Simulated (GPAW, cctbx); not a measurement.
# Cd2Bi: deformation density and structure factors from DFT

Aim: compute the bonding part of the density of Cd2Bi, find which reflections carry it, and see how it biases an ordinary refinement.

The cell comes from substitution in a known structure type and wasn't matched to any measured phase. All numbers below are calculated.

## 1. Find the equilibrium geometry

The density hangs on the geometry, so cell and atoms are relaxed first, with the symmetry held. The cutoff is set higher than for the density because stress converges slowly with plane waves.

Settings: GPAW 26.7.0, PBE, 570 eV, 4×4×4 k-points, Fermi–Dirac width 0.1 eV, BFGS to 0.03 eV/Å.

```text
cell
1.0
     0.000000000    4.294000000    4.294000000
     4.294000000    0.000000000    4.294000000
     4.294000000    4.294000000    0.000000000
Bi Cd
2 4
Direct
0.750000000 0.750000000 0.750000000
0.500000000 0.500000000 0.500000000
0.125000000 0.625000000 0.125000000
0.125000000 0.125000000 0.625000000
0.625000000 0.125000000 0.125000000
0.125000000 0.125000000 0.125000000
```

```console
$ OMP_NUM_THREADS=1 mpirun -n 4 gpaw python run.py > gpaw.log
```

```text
BFGS:    0      -12.385509        0.133499
BFGS:    1      -12.386252        0.126571
BFGS:    2      -12.391441        0.010775
cell  6.0356 6.0356 6.0356  60.00 60.00 60.00
volume 155.466 A^3, largest force 0.000 eV/A, largest stress 0.07 GPa
```

After 2 steps the volume has changed by -1.8 % and the energy by -0.006 eV; the largest stress left is 0.07 GPa. It took 34 s on 4 cores of Intel(R) Xeon(R) Platinum 8488C (Sapphire Rapids) (shared host), peak memory 1.1 GiB.

Relaxed structure: Fd-3m (no. 227, origin choice 1), a = 8.5356 Å, b = 8.5356 Å, c = 8.5356 Å, α = 90.00°, β = 90.00°, γ = 90.00°.

| atom | mult. | x | y | z |
| --- | --- | --- | --- | --- |
| Bi1 | 8 | 1/4 | 3/4 | 3/4 |
| Cd1 | 16 | 3/8 | 1/8 | 7/8 |

## 2. The all-electron density

X-rays see the whole electron density, so the PAW density is rebuilt with its core regions. Subtracting spherical free atoms from the same code cancels the cores and leaves the deformation density Δρ, the part due to bonding.

Settings: PBE, 450 eV, 5×5×5 k-points, Fermi–Dirac width 0.1 eV; primitive cell of 6 atoms.

```console
$ OMP_NUM_THREADS=1 mpirun -n 4 gpaw python run.py > gpaw.log
```

```text
|iter:   1|       0s |  -12.731906 | -0.60 |       |
|iter:   2|       1s |  -12.659386 | -2.19 | -1.52 |
|iter:   3|       2s |  -12.432434 | -1.87 | -1.56 |
...
|iter:   8|       7s |  -12.435122c| -6.40 | -4.50c|
|iter:   9|       8s |  -12.435122c| -6.70 | -4.82c|
|iter:  10|       8s |  -12.435123c| -7.71c| -5.08c|
```

```text
grid (60, 60, 60)  electrons 358.000  moved by bonding 0.964 e
deformation density beyond 0.5 A of the nuclei: max 0.031, min -0.059 e/A^3
atom        x       y       z   Voronoi charge  moment
Bi1    0.2500  0.2500  0.2500     -0.046       0.00
Bi2    0.0000  0.0000  0.0000     -0.046       0.00
Cd3    0.6250  0.1250  0.6250      0.023       0.00
Cd4    0.6250  0.6250  0.1250      0.023       0.00
Cd5    0.1250  0.6250  0.6250      0.023       0.00
Cd6    0.6250  0.6250  0.6250      0.023       0.00
mean inner potential of superposed free atoms 19.248 V
total magnetic moment 0.000 muB
```

Deformation density in a plane through the shortest contact of the Cd atom at the origin, in 0.01 e/Å³ (clipped at ±99); x from -1.6 to 4.6 Å, y from 2.4 down to -2.4 Å:

```text
  .   .  -4  -1   1   1   1   1   1   1   1   1  -1  -4   .   .
 -2  -4  -4   0   1   1   1   1   1   1   1   1   0  -4  -4  -2
 -3  -1   1   1   1   1   1   1   1   1   1   1   1   1  -1  -3
  2   2   2   0  -1  -1   0   1   1   0  -1  -1   0   2   2   2
  3   2  -1  -5  -5  -4  -1   1   1  -1  -4  -5  -5  -1   2   3
  2   1  -5   1   .  -1  -4   1   1  -4  -1   .   1  -5   1   2
  2   0  -5   .   .   1  -5   1   1  -5   1   .   .  -5   0   2
  1   0  -5   1   .  -2  -3   2   2  -3  -2   .   1  -5   0   1
  1   1  -2  -5  -5  -4   1   2   2   1  -4  -5  -5  -2   1   1
  1   1   0  -1   0   1   2   2   2   2   1   0  -1   0   1   1
  1   1   1   1   1   1   0  -2  -2   0   1   1   1   1   1   1
  1   1   1   1   1  -1  -5  -3  -3  -5  -1   1   1   1   1   1
  1   1   1   1   0  -2  -2   .   .  -2  -2   0   1   1   1   1
```

Atoms in or within 0.15 Å of the plane: Cd (0.0, 0.0), Cd (3.0, 0.0) Å. Dots mark points within about 0.45 Å of a nucleus; large values next to them are atomic features.

Bi gains most (-0.05 e) and Cd loses most (+0.02 e), as electronegativity suggests. Along the shortest contact from the Cd atom at the map's origin, Cd–Cd at 3.02 Å, Δρ is +0.02 e/Å³ at the midpoint: little piles up between the atoms, as is usual in a metallic crystal, which this run finds. Point values carry grid noise of about 0.01 e/Å³. The run needed 10 iterations, 17 s.

## 3. Structure factors

The Fourier components of Δρ, added to those of the free atoms, give the static X-ray structure factors; the Mott–Bethe relation turns them into the Fourier components V of the potential that fast electrons feel.

```text
static structure factors of the conventional cell: F in electrons, V (Mott-Bethe) in volts
   h  k  l      d  |F| table  |F| free   |F| DFT   change   |V| free  |V| DFT  change %
   1  1  1  4.9280    85.340    84.718    85.180    0.462     0.143    0.061    -57.7
   0  2  2  3.0178   584.396   584.102   583.953   -0.150     5.363    5.373      0.2
   1  3  1  2.5736   713.975   713.484   712.419   -1.065     6.836    6.888      0.8
   2  2  2  2.4640   620.104   619.362   617.997   -1.365     6.651    6.713      0.9
   0  4  0  2.1339    51.013    50.240    49.598   -0.642     1.804    1.826      1.2
   1  3  3  1.9582    86.564    86.953    87.110    0.158     0.041    0.045     11.0
   2  4  2  1.7423   507.075   507.006   507.179    0.173     3.513    3.509     -0.1
   3  3  3  1.6427   615.446   615.033   615.440    0.407     4.743    4.735     -0.2
   1  5  1  1.6427   615.446   615.033   615.403    0.370     4.743    4.736     -0.2
   0  4  4  1.5089   987.563   986.932   987.803    0.871     7.469    7.454     -0.2
   1  5  3  1.4428    87.212    87.368    87.071   -0.296     0.028    0.024    -16.0
   2  4  4  1.4226     0.000     0.000     0.102    0.102     0.000    0.002        -
   0  6  2  1.3496   459.916   459.788   459.959    0.171     2.741    2.739     -0.1
   3  5  3  1.3017   553.404   553.240   553.688    0.447     3.750    3.744     -0.1
```

The largest X-ray change among the ordinary reflections is -1.36 e on 222, 0.2 % of |F|. For electrons V goes as (Z − F)/g², so a change of F counts against Z − F, which is small at low angle and wherever the atoms' terms cancel: |V| of 111 moves by -57.7 % (0.14 to 0.06 V) against +0.5 % in |F|. These compare absolute values; so weak a component may also change sign. 244 vanishes for spherical atoms and reaches 0.10 e through aspherical density alone. The last three rows still change by up to 0.45 e; the table stops while the angles are still low. The tabulated Hartree–Fock atoms differ from the free DFT atoms by up to 0.77 e, so the choice of reference atom matters too.

## 4. How cheap can the run be?

Cutoff and k-mesh: one is changed at a time, to find what the result needs.

| run | ΔF 222 (e) | ΔF 131 (e) | ΔF 044 (e) | q(Bi) (e) | moved (e) | time |
| --- | --- | --- | --- | --- | --- | --- |
| 450 eV 5×5×5 | -1.365 | -1.065 | +0.871 | -0.046 | 0.964 | 17 s |
| 250 eV 5×5×5 | -1.451 | -1.133 | +0.943 | -0.042 | 1.044 | 8.9 s |
| 350 eV 5×5×5 | -1.404 | -1.094 | +0.855 | -0.043 | 0.975 | 12 s |
| 750 eV 5×5×5 | -1.365 | -1.059 | +0.874 | -0.042 | 0.968 | 27 s |
| 450 eV 2×2×2 | -1.366 | -1.136 | +0.863 | -0.039 | 0.993 | 9.2 s |
| 450 eV 3×3×3 | -1.373 | -1.081 | +0.869 | -0.064 | 0.963 | 11 s |

Within 0.03 e of the base on all three: 450 eV 3×3×3 and 750 eV 5×5×5. The largest error, 0.086 e, comes with 250 eV 5×5×5. Times are from shared hosts.

## 5. What a spherical-atom refinement makes of it

Routine crystallography fits spherical atoms. To see the bias, intensities are simulated from tabulated atoms plus the DFT change ΔF, so that bonding alone can misfit (4848 reflections of the full sphere, merged to the counts below, to 0.5 Å, 1 % proportional noise plus counting noise, assumed isotropic U as listed, Δρ smeared by the mean U) and refined with cctbx over different ranges.

```
                    range  data      R1  GooF  U Bi1 (true 0.0033)  U Cd1 (true 0.0041)  largest shift (Å)  Δρ max, min (e/Å³)
                 all data   154  0.0016  0.97               0.0033               0.0041             0.0000         0.18, -0.19
 low resolution, d > 0.84    39  0.0012  0.80               0.0033               0.0041             0.0000         0.06, -0.08
     high order, d < 0.75   103  0.0018  1.01               0.0033               0.0041             0.0000         0.16, -0.12
occupancies free, d > 0.7    65  0.0013  0.82               0.0033               0.0041             0.0000         0.09, -0.14
```

With all data GooF is 0.97, so at this noise the bonding hardly shows; the top residual peak, near noise level, lies 1.97 Å from Cd and 1.97 Å from Cd. No U is off by more than 3 s.u. at low resolution. Symmetry fixes every coordinate, so the shifts are zero by construction. With Bi1 held at 1 and the scale free, the other occupancies refine to Cd1 1.000(0.001), within three s.u. of full. Reflections that vanish for spherical atoms get no phase and drop out of the difference map, which therefore understates the bond peaks.

## 6. Answer

Bonding moves 0.96 e in the primitive cell of Cd2Bi and changes the ordinary structure factors of the conventional cell in the table above by at most 1.36 e (222, 0.2 %), and among reflections above 2 % of the strongest by up to 1.3 % (040); it gives 244, zero for spherical atoms, 0.10 e. The shortest bond, Cd–Cd, has Δρ = +0.02 e/Å³ at its midpoint, with no localised bond charge. Within 0.03 e of the base on all three: 450 eV 3×3×3 and 750 eV 5×5×5. The largest error, 0.086 e, comes with 250 eV 5×5×5. With all data GooF is 0.97, so at this noise the bonding hardly shows. Limits: static density, frozen cores, no spin–orbit coupling.

[Outputs are excerpts: Python notices, other lines and further rows are left out; steps that failed or that the build refused (PBEsol, TPSS) are not shown.]

[Logs are printed without paths, hosts, clocks, repeated set-up lines and the standing remarks that a program may print on its own settings, such as how far it seeks lower states.]
